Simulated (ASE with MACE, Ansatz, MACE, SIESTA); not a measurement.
# Machine-learned potentials on random packing of 70AlN-30Al2O3 (mol %) (156 atoms): settings against a plane-wave reference

How near does machine-learned potentials come to plane waves for random packing of 70AlN-30Al2O3 (mol %) (156 atoms)?

Program: ASE with MACE. Level of theory: the method is named at each step. Results are calculated unless marked as measured.

### Step 1. Starting point

The cell holds 156 atoms: 70 Al, 38 N and 48 O. Cell: a = 18.645 Å, b = 9.322 Å, c = 9.322 Å, α = 90.0°, β = 90.0°, γ = 90.0°. 78 atoms (35 Al, 19 N, 24 O) packed at random in a cube at 3.27 g/cm³ and pushed apart as soft spheres, cations and anions kept from their own kind; a start for melting by ab initio MD, not an equilibrated structure. The cell was repeated 2 x 1 x 1. Then every atom was moved at random, 0.03 Å r.m.s. a Cartesian component.

The yardstick, on the same geometry:

* method: Kohn-Sham DFT, PBE, PAW, plane waves (Ansatz 0.2.0); cutoff 420 eV, Γ point, fermi-dirac smearing of 0.05 eV; PAW set soft_2
* r.m.s. force component: 1.962 eV/Å
* longest force: 6.461 eV/Å
* SCF cycles: 11
* time: 15 s on 8 threads of Arm Neoverse V2, shared host
* CPU time: 1.8 min

### Step 2. MACE MP-0b2 small potential

Method: machine-learned interatomic potential MACE MP-0b2 small, trained on PBE(+U) plane-wave data.

run.py

```python
import numpy as np
from ase.io import read
import mlip  # loads the published weights by name

atoms = read("structure.xyz")
atoms.calc = mlip.calc("mace-mp-0b2-small")
energy = atoms.get_potential_energy()
forces = atoms.get_forces()
print(f"energy {energy:.6f} eV")
print("forces (eV/A)")
for i, (a, f) in enumerate(zip(atoms, forces)):
    print(f"{i:4d} {a.symbol:2s} {f[0]:10.5f} {f[1]:10.5f} {f[2]:10.5f}")
```

structure.xyz

```xyz
156
Lattice="18.64480 0.00000 0.00000 0.00000 9.32240 0.00000 0.00000 0.00000 9.32240" Properties=species:S:1:pos:R:3 pbc="T T T"
Al 6.99049 1.51909 3.13083
Al 9.33191 0.83967 5.46815
Al 1.88779 5.64611 6.98938
Al 9.00656 7.61099 3.48732
Al 8.35436 2.87615 6.99562
Al 3.74276 1.89068 1.02090
Al 8.91240 5.26072 4.19937
Al 4.97387 4.45620 0.97447
Al 7.37812 3.18248 9.30692
Al 1.00458 8.63086 0.76975
Al 1.91296 6.22018 0.32647
Al 0.72566 3.02866 5.34211
Al 6.25272 8.25638 2.73146
Al 4.29073 4.19163 5.02729
Al 7.41616 8.52440 5.43953
Al 2.19859 2.74414 7.33561
Al 7.00821 5.70466 0.36609
Al 0.68874 1.80566 0.52783
Al 9.03471 5.54701 8.05381
Al 4.78127 3.05840 8.25368
Al 2.78982 3.89853 0.07551
Al 2.61624 7.50183 2.21854
Al 4.89575 0.26373 4.32326
Al 1.60476 9.02166 3.90040
Al 6.04986 1.32565 0.85086
Al 0.65275 2.99072 2.90188
Al 2.21631 9.22815 8.13044
Al 4.51502 5.94163 8.08774
Al 9.07424 0.23623 8.06108
Al 8.09072 7.70944 1.21760
Al 7.55804 7.47461 8.25415
Al 4.87506 0.67606 7.15177
Al 4.61011 7.78318 6.00260
Al 6.18411 5.94200 4.44660
Al 6.06926 4.58569 6.71772
N 6.24526 0.64520 5.59391
N 0.64064 3.80009 7.11066
N 7.34698 4.60508 8.07972
N 5.84067 7.82839 4.52146
N 0.77637 1.40144 7.03608
N 0.09975 7.45615 8.51005
N 2.36864 1.88956 8.95295
N 7.76071 4.38004 5.75239
N 3.47632 4.07529 7.37570
N 6.21935 7.99927 6.96831
N 1.09930 5.60472 2.94308
N 3.37098 7.21628 9.18452
N 4.51223 2.49421 5.87507
N 5.85484 7.01856 9.01271
N 0.53790 8.46399 6.23314
N 4.30919 5.82575 5.88206
N 7.02368 3.68375 2.17566
N 4.05916 6.87956 3.21418
N 0.36842 9.03117 2.47659
O 5.32104 8.86560 1.37860
O 6.00978 4.00733 4.21997
[... 96 atom lines left out ...]
O 13.77869 0.80835 8.94960
O 12.66541 5.58104 1.45429
O 13.02171 3.18099 3.05215
O 15.88798 2.53019 6.89942
```

Command:

```sh
> OMP_NUM_THREADS=4 python run.py > output.txt
```

Output:

```text
energy -877.933692 eV
forces (eV/A)
   0 Al    0.23137    3.40198    1.62329
   1 Al   -0.13274   -1.65655   -0.77429
   2 Al    2.58135    0.60840   -3.26611
   3 Al   -0.58711   -1.17778   -0.00958
   4 Al   -2.26387    0.54201    1.09628
   5 Al   -3.20517   -2.34588    2.42772
   6 Al   -0.09858   -0.93676    0.71877
   7 Al    0.30667    0.75689    6.12010
   8 Al    1.36748    0.26225    1.65985
   9 Al    0.64784    0.94137    1.44927
  10 Al   -0.78083   -0.65090    0.23692
  11 Al    2.09362    2.36225   -0.64218
  12 Al   -1.57750   -2.81367   -1.25609
  13 Al   -1.58554   -3.21515   -3.77785
  14 Al   -1.56047   -0.60685    1.68116
  15 Al   -0.46806   -3.45940   -1.17593
  16 Al   -1.18722   -1.88991    3.05043
  17 Al    1.37413    3.08521    0.55888
  18 Al   -0.03526   -2.06486   -1.04592
  19 Al    1.26073   -1.92249   -2.43881
  20 Al   -2.87183    0.14232    2.15861
  21 Al    3.42896   -0.46636    0.59924
  22 Al   -2.67487    0.66260    1.14620
  23 Al    2.99485    1.49264    0.98545
[...]
148 O    -0.11215   -2.03051   -2.13374
 149 O    -2.01343   -4.76841    0.76167
 150 O    -1.13179   -1.11629    0.23725
 151 O    -1.83719   -2.55748    1.68588
 152 O     3.53925    1.39784   -1.76488
 153 O     0.24165   -1.95079   -1.00839
 154 O     1.70346    0.26464   -0.08249
 155 O    -1.49347    1.79318    1.35194
```

Elapsed: 6.9 s, on 4 threads of Arm Neoverse V2, shared host; peak memory 0.78 GiB.

Banners, paths, timers and routine set-up lines are dropped from the logs unmarked, and long logs keep their key lines alone; longer cuts are marked.

Against the reference:

```
r.m.s. force component                  : 1.929 eV/Å
r.m.s. difference of force components   : 496.5 meV/Å
longest difference of force vectors     : 1824 meV/Å
force difference over r.m.s. force      : 25.31 %
slope of forces against the reference's : 0.9515
correlation of force components         : 0.9676
```

Length of the force difference by element (eV/Å):

```
element  atoms  mean  most
     Al     70  0.75   1.8
      N     38  0.90   1.8
      O     48  0.76   1.4
```

Local excerpt of 10 atoms (numbers count through the whole input) about Al109, picked at random; x, y, z are measured from there.

| atom | x | y | z | distance (Å) | bonds | Fx | Fy | Fz (eV/Å) |
| --- | --- | --- | --- | --- | --- | --- | --- | --- |
| Al109 | 0.00 | 0.00 | 0.00 | 0.00 | 3 | -4.41 | 2.90 | -3.19 |
| N41 | 1.86 | -0.03 | 0.31 | 1.89 | 6 | -1.69 | 0.98 | 0.15 |
| N123 | -1.33 | 0.56 | -1.30 | 1.94 | 4 | 0.11 | -0.75 | 1.37 |
| N127 | -1.74 | -0.47 | 0.83 | 1.99 | 3 | 2.89 | -2.30 | -0.24 |
| Al108 | 0.52 | 0.26 | 2.33 | 2.41 | 3 | 0.45 | 0.38 | 0.61 |
| Al97 | 1.49 | -1.90 | -0.16 | 2.42 | 4 | -0.09 | -2.12 | -1.64 |
| Al95 | -0.55 | -1.85 | 1.46 | 2.42 | 2 | -1.09 | 0.34 | 3.19 |
| O140 | -0.25 | 2.56 | -0.21 | 2.58 | 1 | 1.57 | 0.22 | 0.09 |
| Al107 | 1.53 | 2.09 | -0.15 | 2.59 | 5 | -2.54 | -1.34 | -1.19 |
| O139 | 0.86 | 1.88 | 1.57 | 2.60 | 3 | 1.15 | 0.12 | 1.14 |

Atoms are counted from 1 here, from 0 in the log.

Forces lie 25 % from the reference's, at 0.070 times its CPU time (on 4 against 8 cores).

### Step 3. Results

```json
{"force difference from the reference": "MACE MP-0b2 small potential, 25 %", "its CPU time": "7.4 s"}
```

Machine-learned potentials differ by 25 % (MACE MP-0b2 small potential); they were trained on other programs' data. Machine-learned potentials mimic data converged in k, so the reference's own k-point error enters their differences. The electronic-structure runs sample only Γ, in a cell whose shortest periodic width is 9 Å, which is coarse for a cell with partly filled levels.

[Also dropped from logs without a mark: logging warnings of Python, and SIESTA's first energy breakdown and zero terms.]

[Logs are printed without paths, hosts, clocks, repeated set-up lines and the standing remarks that a program may print on its own settings, such as how far it seeks lower states.]

[Hosts, paths, dates, database ids (printed as entryN), source tags and the programs' standing remarks are cut or masked in the printed files.]
